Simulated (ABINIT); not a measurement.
Planning a run of ABINIT 10.8.3 on BaAlGeH (P3m1). The input:

```
acell 3*1.0 Angstrom
rprim 
  4.344840000012 -0.000000000003 0.000000000000
  -2.172420000004 3.762741815391 0.000000000000
  0.000000000000 0.000000000000 5.216060000000
ntypat 4
znucl 56 13 32 1
natom 4
typat 1 2 3 4
xred 
  0.000000000000 0.000000000000 0.000000000000
  0.666666666667 0.333333333333 0.539500000000
  0.333333333333 0.666666666667 0.455100000000
  0.666666666667 0.333333333333 0.870300000000
pp_dirpath "pseudos"
pseudos "Ba.upf, Al.upf, Ge.upf, H.upf"
ecut 35
ngkpt 3 3 2
nshiftk 1
shiftk 0 0 0
kptopt 1
chksymbreak 0
istwfk *1
occopt 1
irdwfk 1
optdriver 3
nband 78
ecuteps 4.5
inclvkb 2
awtr 1
symchi 1
gwcalctyp 1
nfreqre 0
nfreqim 16
indata_prefix "in"
outdata_prefix "out"
tmpdata_prefix "tmp"
```

```sh
OMP_NUM_THREADS=1 mpirun -n 4 abinit run.abi > log
```

**Question.** How long will it take on 4 MPI ranks of Arm Neoverse V1, shared host, and how much memory?

It took 33 s; on shared hardware allow 17 s to 67 s. Peak host memory was 0.71 GiB.

[Paths, hosts, dates, memory and timing lines, banners, echoed tables and standing remarks are left out of the program output.]

[Logs are printed without paths, hosts, clocks, repeated set-up lines and the standing remarks that a program may print on its own settings, such as how far it seeks lower states.]

[Runs of the session that timed out or met a known fault of the program may be left out.]

[Hosts, paths, dates, database ids (printed as entryN), source tags and the programs' standing remarks are cut or masked in the printed files.]

[G0W0 gaps are taken among the corrected bands and points alone; a level outside them can change the order at an edge.]

[Where Ansatz stands beside ABINIT at settings called matched, ABINIT's density can come from a denser mesh and the files from another edition; pairs whose starting gaps differed by over 0.03 eV were left out, so agreement reads better than it is.]
